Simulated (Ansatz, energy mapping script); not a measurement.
# CoO: J from the energies of magnetic orders

Aim: the exchange couplings of CoO from the energies of a few collinear orders, and the ordering temperature that they give.

Method: PBE with U = 3.5 eV on Co d, ortho-atomic projectors; plane waves, U on orthogonalised atomic orbitals unless named otherwise, collinear spin, no spin–orbit coupling, in Ansatz 0.2.0.

**What experiment says.**

“On the Elastic Anisotropy of the Entropy-Stabilized Oxide (Mg, Co, Ni, Cu, Zn)O” (2020, arxiv:2004.06613) quotes from earlier work for CoO, rock salt (literature value): ordering temperature (Neel temperature) 291 K [literature value quoted in the paper's theory part].

## Step 1: The starting structure

It takes space group Fm-3m (No. 225, cubic). Conventional cell: a = 4.263 Å, b = 4.263 Å, c = 4.263 Å, α = 90.00°, β = 90.00°, γ = 90.00°. Co has 6 O at 2.13 Å nearest. Nearest to O lie 6 Co at 2.13 Å. Farther neighbours and most contacts between anions are not listed.

The U corrects the self-interaction that lets semilocal functionals spread d and f electrons too far. Its value here is typed, not computed.

## Step 2: Probe run

One run in the crystal's own cell, under PBE with U = 3.15 eV on Co d, ortho-atomic projectors, shows which elements keep a moment. Transition or f elements with 0.3 μB or more enter the spin model; moments induced on other atoms do not.

File input.yaml:

```yaml
crystal:
  lattice:
    - [0.0, 2.1315, 2.1315]
    - [2.1315, 0.0, 2.1315]
    - [2.1315, 2.1315, 0.0]
  atoms:
    - { symbol: Co, position: [0.0, 0.0, 0.0], spin: 3.0 }
    - { symbol: O, position: [0.5, 0.5, 0.5] }
magnetization:
  spin_polarized: true
kpoints:
  mp_grid: { grid: [10, 10, 10] }
hamiltonian:
  xc: pbe
  hubbard:
    sites: [{ species: Co, l: d, u_eff: 3.15 }]
    projectors: ortho-atomic
scf:
  occupations: { method: fermi_dirac, width: 0.05 }
output:
  eigenvalues: true
```

Command:

```sh
$ ansatz run input.yaml --threads 4 --pin off --max-ram 8192MiB --backend cpu --events-out ev --progress --plain --runs-dir out
```

Numbers of over 12 decimals in the logs are rounded to 6 here.

What it wrote:

```text
Engine: ansatz 0.2.0, aarch64-unknown-linux-gnu
Pseudopotentials: kind: paw
Pseudopotential: Co, paw, valence charge 17, recommended cutoff 420 eV (normal), Co.paw.azcp
Pseudopotential: O, paw, valence charge 6, recommended cutoff 420 eV (normal), O.paw.azcp
Functional definition: PBE
  parameter kappa = 0.804
  parameter beta = 0.066725
  exchange = pbe_x(kappa = kappa, mu = beta*pi^2/3)
  correlation = pbe_c(beta = beta)
Crystal: 2 atoms, lattice volume = 19.368 Å³
Basis set: ecut = 420 eV, 339 PW (Γ)
Bands: 17, of which v1, the nominal top of the filled ones, is band 12 counted from 1 (11 counted from 0)
Symmetry: 48 space group operations
Space group: Fm-3m (ITA 225), of the structure as read, at distance tolerance 2.7e-5 Å
Magnetic group: BNS 225.116 (UNI 1618), of the structure as read, at distance tolerance 2.7e-5 Å
k-points: 47 of 1000
Non-local potential: Co, projectors of the file, l = 0: 3, l = 1: 2, l = 2: 3, l = 3: 1
Non-local potential: O, projectors of the file, l = 0: 2, l = 1: 2, l = 2: 1
PAW form: soft (Blöchl's): semilocal exchange-correlation on the pseudo side does not see the compensation charge
PAW one-centre angular grid: Co, 590 points (default); XC on 64 Gauss nodes
PAW one-centre angular grid: O, 110 points (default); XC on 64 Gauss nodes
Initial density: superposition of atomic densities (chi_scale 0.1, normalization cell, long waves kept (reshape's long-wave potential 0.00 eV rms))
Starting moments: Σ|m| = 3 μB on 1 of 2 sites
Initial wavefunctions: pseudopotential atomic-orbital guess
Functional: x = pbe(κ = 0.804, μ = 0.219515), c = pbe(β = 0.066725)
SCF iter   1: F=—  HF=-5691.965880 eV  |F-HF|=—  |Δ(HF+E_count)|=         —  Δρ=3.43e-1 (↑9.78e-2 ↓3.43e-1)  dr2=2.73e1  dr2_m=3.54e0  M=1.647 μB ∫|m|=1.647 μB  β_m=0.30  ethr=3.10e-3  ⟨swp⟩=5.6  Hψ=6964  notcnv=0
preconditioner: auto → none  [metal: Δε(μ)=0.006 eV  Ē_g=14.584 eV  σ=0.050 eV  W_gap=0.03  n_scr=8 (ndim 8)  ℏωp=32.7 eV  f_vac=0.000  D(μ)=3.99/eV (n_scr^D=64)  sad-step TF]
SCF iter   2: F=—  HF=-5690.263323 eV  |F-HF|=—  |Δ(HF+E_count)|=    1.70e0  Δρ=1.08e-1 (↑5.98e-2 ↓1.08e-1)  dr2=1.53e0  dr2_m=6.07e-1  M=3.000 μB ∫|m|=3.001 μB  β_m=1.00  ethr=3.10e-3  ⟨swp⟩=3.0  Hψ=4327  notcnv=0  defer=35
SCF iter   3: F=—  HF=-5690.127073 eV  |F-HF|=—  |Δ(HF+E_count)|=   1.36e-1  Δρ=3.62e-2 (↑3.62e-2 ↓3.26e-2)  dr2=3.39e-1  dr2_m=6.35e-3  M=3.000 μB ∫|m|=3.008 μB  β_m=1.00  ethr=3.10e-3  ⟨swp⟩=2.6  Hψ=3560  notcnv=0  defer=31
SCF iter   4: F=—  HF=-5690.359305 eV  |F-HF|=—  |Δ(HF+E_count)|=   2.32e-1  Δρ=1.47e-2 (↑1.10e-2 ↓1.47e-2)  dr2=3.38e-2  dr2_m=8.73e-3  M=2.954 μB ∫|m|=2.964 μB  β_m=0.30  ethr=1.47e-3  ⟨swp⟩=2.3  Hψ=3206  notcnv=0  defer=45
Mixer restart at iter 4: flushing history
[...]
SCF iter   8: F=—  HF=-5690.644345 eV  |F-HF|=—  |Δ(HF+E_count)|=   7.16e-4  Δρ=3.22e-3 (↑1.46e-3 ↓3.22e-3)  dr2=6.67e-4  dr2_m=8.41e-4  M=2.886 μB ∫|m|=2.902 μB  β_m=0.60  ethr=3.55e-6  ⟨swp⟩=1.6  Hψ=1924  notcnv=0  defer=62
SCF iter   9: F=—  HF=-5690.644462 eV  |F-HF|=—  |Δ(HF+E_count)|=   1.17e-4  Δρ=2.75e-3 (↑1.85e-3 ↓2.75e-3)  dr2=6.06e-4  dr2_m=7.95e-4  M=2.877 μB ∫|m|=2.893 μB  β_m=0.72  ethr=2.90e-6  ⟨swp⟩=1.8  Hψ=1927  notcnv=0  defer=62
[...]
SCF 1 converged in 13 iterations: F = -5690.644694 eV  dr2 = 3.45e-8
[...]
Symmetry: 12 space group operations
k-points: 116 of 1000
[...]
Starting moments: Σ|m| = 3 μB on 1 of 2 sites; this step starts from the density that it was given
[...]
SCF 2 converged in 6 iterations: F = -5691.397197 eV  dr2 = 2.61e-8
[...]
SCF 3 converged in 2 iterations: F = -5691.397197 eV  dr2 = 2.95e-9
Symmetry: 4 space group operations
k-points: 282 of 1000
[...]
an SCF along what the orbitals of the run's state read of its open shells (or to have them read: on a GPU, or by another smearing), with 44 of the crystal's symmetry operations given up (282 k-points in place of 47), reached no lower state that the run goes on to. This is no proof of a minimum
SCF converged after 2 iterations
Magnetization: 3.0000 μB (13.0000 up, 10.0000 down)
Absolute magnetization: 3.0061 μB (∫|ρ↑−ρ↓|, with the PAW one-centre terms)
Spin contamination: 0.0032 ħ² per cell (⟨S²⟩ above its minimum at these occupations)
Per-site moments (μB) at R_I (Å): [(2.597497, 0.87924375), (0.235065, 0.87924375)]
Free energy (F): -5691.397197 eV
Harris-Foulkes:  -5691.397197 eV  (|F-HF|=1.59e-9)
Internal energy: -5691.397197 eV  (E = F + TS)
E sigma→0 (E₀):  -5691.397197 eV
Entropy (-TS):   -0.000000 eV (-0.000 meV/atom)
Fermi energy:    14.102371 eV
--- Per-component energies (eV) ---
  E_band       = -317.131777
  E_kinetic    = 617.298532
  E_local      = -3435.832413  (includes V_loc(G=0)·N_el)
  E_nonlocal   = 514.798162
  E_hartree    = 1409.893176
  E_xc         = -228.817164
  E_vxc        = -294.027438  (∫ρ·V_xc dr)
  E_hubbard    = 0.522125  (on-site DFT+U / exact-exchange correction)
  E_vhub       = -10.466768  (the Hubbard potential's part of the band-sum identity)
  E_paw        = -1677.197084  (= ΣΔE_a)
  E_vpaw       = -528.691093  (= ΣTr[D̂ρ^β])
  E_aug_tail   = 0.002534  (compensation charges beyond the density's cutoff)
  E_ewald      = -2892.065066
  E_smearing   = -0.000000  (= −TS)
  E_closure    = -0.000000  (closes the sum)
  Σ components = -5691.397197   (vs F -5691.397197, Δ=0.00e0)
--- Band table (eV; the first three rows and the last of 232) ---
  k-point 0 ↑: bands = [... 8 lower, 9.4038, 9.4038, 11.0142, 11.0795, 11.0795, 14.7960, 30.4858, 31.5325, ... 1 higher]
  k-point 1 ↑: bands = [... 8 lower, 9.1364, 9.4076, 10.6937, 11.3727, 11.4530, 15.5315, 28.6680, 31.1915, ... 1 higher]
  k-point 2 ↑: bands = [... 8 lower, 8.6476, 9.5527, 10.5014, 12.0685, 12.1696, 16.9125, 26.3219, 29.8889, ... 1 higher]
  k-point 115 ↓: bands = [... 8 lower, 11.8000, 11.8000, 15.7518, 17.4773, 17.4773, 19.2194, 24.1026, 27.6446, ... 1 higher]
Occupation matrices written to <dir>
```

Elapsed: 12 s, on 4 threads of Arm Neoverse V2, shared host; peak memory 0.76 GiB; 46 s of CPU time.

Spin moment in the sphere by atom:

| atom | spin moment in the sphere (μB) |
| --- | --- |
| Co1 | 2.60 |
| O2 | 0.24 |

The run ends ferromagnetic; Co carries the moments.

## Step 3: Seed run in the crystal's own cell

A corrected shell can settle in several orbital fillings. One parallel run, with an occupation width a fifth wider than the orders use, therefore is to supply the occupation matrices. All orders start from them.

input.yaml, the sections that differ from step 2:

```yaml
hamiltonian:
  xc: pbe
  hubbard:
    sites: [{ species: Co, l: d, u_eff: 3.5 }]
    projectors: ortho-atomic
scf:
  occupations: { method: fermi_dirac, width: 0.06 }
# crystal, magnetization, kpoints, output: as in step 2
```

What it wrote:

```text
[...]
Crystal: 2 atoms, lattice volume = 19.368 Å³
Basis set: ecut = 420 eV, 339 PW (Γ)
Bands: 17, of which v1, the nominal top of the filled ones, is band 12 counted from 1 (11 counted from 0)
Symmetry: 48 space group operations
[...]
k-points: 47 of 1000
[...]
Starting moments: Σ|m| = 3 μB on 1 of 2 sites
[...]
SCF iter   1: F=—  HF=-5691.688066 eV  |F-HF|=—  |Δ(HF+E_count)|=         —  Δρ=3.36e-1 (↑9.68e-2 ↓3.36e-1)  dr2=2.65e1  dr2_m=3.34e0  M=1.692 μB ∫|m|=1.692 μB  β_m=0.30  ethr=3.10e-3  ⟨swp⟩=5.6  Hψ=6937  notcnv=0
[...]
SCF iter  13: F=-5690.500689 eV  HF=-5690.500689 eV  |F-HF|=5.60e-8  |Δ(HF+E_count)|=   3.71e-7  Δρ=2.34e-5 (↑1.08e-5 ↓2.34e-5)  dr2=7.15e-8  dr2_m=3.92e-8  M=2.801 μB ∫|m|=2.814 μB  ethr=4.35e-10  ⟨swp⟩=3.9  Hψ=5390  notcnv=0
SCF 1 converged in 13 iterations: F = -5690.500689 eV  dr2 = 7.15e-8
[...]
Symmetry: 12 space group operations
k-points: 116 of 1000
[...]
SCF 2 converged in 6 iterations: F = -5691.340200 eV  dr2 = 2.31e-8
[...]
SCF 3 converged in 2 iterations: F = -5691.340200 eV  dr2 = 2.53e-9
Symmetry: 4 space group operations
k-points: 282 of 1000
[...]
SCF converged after 2 iterations
Magnetization: 3.0000 μB (13.0000 up, 10.0000 down)
Absolute magnetization: 3.0057 μB (∫|ρ↑−ρ↓|, with the PAW one-centre terms)
[...]
Per-site moments (μB) at R_I (Å): [(2.604223, 0.87924375), (0.226330, 0.87924375)]
Free energy (F): -5691.340200 eV
[...]
Internal energy: -5691.340199 eV  (E = F + TS)
E sigma→0 (E₀):  -5691.340199 eV
Entropy (-TS):   -0.000000 eV (-0.000 meV/atom)
Fermi energy:    14.157186 eV
[...]
--- Band table (eV; the first three rows and the last of 232) ---
  k-point 0 ↑: bands = [... 8 lower, 9.2097, 9.2097, 11.0442, 11.1083, 11.1083, 14.8016, 30.4832, 31.5279, ... 1 higher]
  k-point 1 ↑: bands = [... 8 lower, 8.9750, 9.2159, 10.6832, 11.3790, 11.4561, 15.5403, 28.6644, 31.1871, ... 1 higher]
  k-point 2 ↑: bands = [... 8 lower, 8.4799, 9.3582, 10.4114, 12.0492, 12.1475, 16.9232, 26.3196, 29.8841, ... 1 higher]
  k-point 115 ↓: bands = [... 8 lower, 11.6142, 11.6142, 15.8910, 17.5725, 17.5725, 19.2240, 24.1114, 27.6447, ... 1 higher]
Occupation matrices written to <dir>
```

It took 13 s on 4 threads; peak memory 0.76 GiB.

Numbers from this step:

```yaml
final_state: ferromagnetic
electrons_in_the_corrected_shells: 7.300 e
largest_moment: 2.604 μB
```

## Step 4: Run 1 (parallel; cell A, 4 atoms)

The parallel order is the zero of energy for this cell and mesh.

File input.yaml:

```yaml
crystal:
  lattice:
    - [0.0, -2.1315, -2.1315]
    - [0.0, 2.1315, -2.1315]
    - [4.263, 0.0, 0.0]
  atoms:
    - { symbol: Co, position: [0.5, 0.5, 0.5], spin: 3.0 }
    - { symbol: Co, position: [0.0, 0.0, 0.0], spin: 3.0 }
    - { symbol: O, position: [0.5, 0.5, 0.0] }
    - { symbol: O, position: [0.0, 0.0, 0.5] }
magnetization:
  spin_polarized: true
kpoints:
  mp_grid: { grid: [9, 9, 6] }
hamiltonian:
  xc: pbe
  hubbard:
    sites:
      - { species: Co, l: d, u_eff: 3.5 }
      - { site: 0, l: d, u_eff: 3.5, starting_ns: [{ spin: up, occupation_matrix: co1_major }, { spin: down, occupation_matrix: co1_minor }] }
      - { site: 1, l: d, u_eff: 3.5, starting_ns: [{ spin: up, occupation_matrix: co1_major }, { spin: down, occupation_matrix: co1_minor }] }
    projectors: ortho-atomic
    occupation_matrices:
      co1_major:
        matrix:
          - [0.997, 0.0, 0.0, 0.0, 0.0]
          - [0.0, 0.999, 0.0, 0.0, 0.0]
          - [0.0, 0.0, 0.999, 0.0, 0.0]
          - [0.0, 0.0, 0.0, 0.997, 0.0]
          - [0.0, 0.0, 0.0, 0.0, 0.999]
      co1_minor:
        matrix:
          - [0.174, -0.069, -0.069, 0.0, -0.138]
          - [-0.069, 0.654, -0.301, -0.12, 0.301]
          - [-0.069, -0.301, 0.654, 0.12, 0.301]
          - [0.0, -0.12, 0.12, 0.174, 0.0]
          - [-0.138, 0.301, 0.301, 0.0, 0.654]
scf:
  occupations: { method: fermi_dirac, width: 0.05 }
output:
  eigenvalues: true
  write_density: true
  write_potential: true
  elf: true
  volumetric_format: npy
```

What it wrote:

```text
Warning: crystal.symmetry: narrowed to the stabiliser of the occupation matrices — unitary ops 32 → 4; lowered by the specified shells (site 0, l: d), (site 1, l: d); largest admitted image defect 4.4e-16, smallest excluded 4.9e-4 — at a rounding scale rather than a splitting's, so precision (not physics) most likely lowered the group: (i) a fixed point transcribed at too few decimals — re-emit the block at full precision (to 7 decimals or more, rounded to nearest) from a symmetrised source (a converged report's `n_mat` / `n_mat_spinor`) (of a frozen-density pass: in the run whose state it reads); [rest of the remark cut]
[...]
Crystal: 4 atoms, lattice volume = 38.736 Å³
Basis set: ecut = 420 eV, 727 PW (Γ)
Bands: 32, of which v1, the nominal top of the filled ones, is band 23 counted from 1 (22 counted from 0)
Symmetry: 4 space group operations
k-points: 244 of 486
[...]
Starting moments: Σ|m| = 6 μB on 2 of 4 sites
[...]
SCF iter   1: F=—  HF=-11383.980189 eV  |F-HF|=—  |Δ(HF+E_count)|=         —  Δρ=2.20e-1 (↑7.82e-2 ↓2.20e-1)  dr2=2.45e1  dr2_m=2.17e0  M=4.659 μB ∫|m|=4.661 μB  β_m=0.30  ethr=3.10e-3  ⟨swp⟩=5.6  Hψ=56278  notcnv=0  defer=13
[...]
spin=Collinear: Kerker preconditioning applied to the charge; magnetization (m = ρ↑ − ρ↓) channel mixes plain (no charge-response kernel on spin).
SCF iter   2: F=—  HF=-11381.856926 eV  |F-HF|=—  |Δ(HF+E_count)|=    2.12e0  Δρ=8.34e-2 (↑4.25e-2 ↓8.34e-2)  dr2=9.96e-1  dr2_m=8.31e-1  M=6.000 μB ∫|m|=6.005 μB  β_m=1.00  ethr=3.10e-3  ⟨swp⟩=3.0  Hψ=36567  notcnv=0  defer=1073
[...]
SCF iter  12: F=-11382.681020 eV  HF=-11382.681020 eV  |F-HF|=1.32e-9  |Δ(HF+E_count)|=   4.11e-8  Δρ=4.62e-6 (↑1.53e-6 ↓4.62e-6)  dr2=2.32e-9  dr2_m=2.70e-9  M=6.000 μB ∫|m|=6.015 μB  ethr=2.17e-10  ⟨swp⟩=8.1  Hψ=54651  notcnv=0
SCF 1 converged in 12 iterations: F = -11382.681020 eV  dr2 = 2.32e-9
[...]
SCF converged after 12 iterations
Magnetization: 6.0000 μB (26.0000 up, 20.0000 down)
Absolute magnetization: 6.0116 μB (∫|ρ↑−ρ↓|, with the PAW one-centre terms)
[...]
Per-site moments (μB) at R_I (Å): [(2.604286, 0.87924375), (2.604286, 0.87924375), (0.226268, 0.87924375), (0.226268, 0.87924375)]
Free energy (F): -11382.681020 eV
[...]
Internal energy: -11382.681020 eV  (E = F + TS)
E sigma→0 (E₀):  -11382.681020 eV
Entropy (-TS):   -0.000000 eV (-0.000 meV/atom)
Fermi energy:    14.146056 eV
[...]
--- Specified on-site occupations, and those of the state reported ---
  electrons in the specified blocks: 14.6020 specified, 14.5995 found
  site 1 (l=d) ↓: largest change of an orbital's occupation 0.0010; electrons 2.3100 specified, 2.3098 found; spectral distance 0.0013
[...]
site 0 (l=d) ↑: largest change of an orbital's occupation 0.0006; electrons 4.9910 specified, 4.9899 found; spectral distance 0.0010
[...]
--- Band table (eV; the first three rows and the last of 488) ---
  k-point 0 ↑: bands = [... 19 lower, 9.6580, 9.7866, 9.8355, 10.2310, 11.0445, 11.1085, 11.1086, 14.8020, ... 5 higher]
  k-point 1 ↑: bands = [... 19 lower, 9.5191, 10.0421, 10.2148, 10.5942, 11.0656, 11.1250, 11.1876, 15.5348, ... 5 higher]
  k-point 2 ↑: bands = [... 19 lower, 9.1946, 10.6359, 10.7074, 11.0273, 11.0743, 11.1469, 11.3091, 17.1127, ... 5 higher]
  k-point 243 ↓: bands = [... 19 lower, 12.1563, 15.5884, 15.6312, 16.3452, 16.4162, 17.1280, 17.1454, 20.3770, ... 5 higher]
Occupation matrices written to <dir>
```

It took 11 s on 4 threads; peak memory 0.73 GiB; 40 s of CPU time.

Spin moment in the sphere by atom:

```csv
atom,spin moment in the sphere (μB)
Co1,2.60
Co2,2.60
O3,0.23
O4,0.23
```

The run ends ferromagnetic.

Spin density in the ac plane of the conventional cell at fractional y = 0.000, with atoms of Co and O within 0.2 Å of it.

Ten even steps from '0' (0.00 × 1e0 e/Å³) to '9' (8.91 × 1e0 e/Å³), each cell a mean:
```
62000000000004
10000000000000
00000000000000
00000000000000
00000000000000
00000023100000
00000169300000
00000046200000
00000001000000
00000000000000
00000000000000
00000000000000
31000000000002
93000000000016
```
Columns run along a (4.3 Å), rows up along c (4.3 Å), edges of the conventional cell, whose origin can differ from the input's. Atoms in or near the plane, at fractional coordinates: Co at (0.50, 0.50), Co at (0.00, 0.00), O at (0.00, 0.50), O at (0.50, 0.00).

ELF in the ac plane of the conventional cell at fractional y = 0.000, with atoms of Co and O within 0.2 Å of it. It is the smooth field of the valence electrons, not physical close to the nuclei.

Ten even steps from '_' (0.09) to '@' (0.97), each cell a mean:
```
@@**..__==##**++####::__==%%
==::____--**######++..__::==
________..--++++==::________
::::..__________________..::
##**==..____..::..____::++##
**##**::__::**##++..__==####
--**##::__==@@@@##::__++##++
++####::__==%%@@**..__==##**
####++..__::====::____--**##
++==::________________..--++
__________..::::::..________
::..____::++####**==..____..
##++..__==####**##**::__::**
@@##::__++##++--**##::__==@@
```
Columns run along a (4.3 Å), rows up along c (4.3 Å), edges of the conventional cell, whose origin can differ from the input's. Atoms in or near the plane, at fractional coordinates: Co at (0.50, 0.50), Co at (0.00, 0.00), O at (0.00, 0.50), O at (0.50, 0.00).

[end of part 1 of 3]

[Logs and program files are shortened in this print: banners, set-up blocks, solver, clock and traceback lines can be left out without a mark of their own.]

[Logs are printed without paths, hosts, clocks, repeated set-up lines and the standing remarks that a program may print on its own settings, such as how far it seeks lower states.]

[Hosts, paths, dates, database ids (printed as entryN), source tags and the programs' standing remarks are cut or masked in the printed files.]

[Where a cell is said to come from a database of computed structures, the database is the Materials Project.]
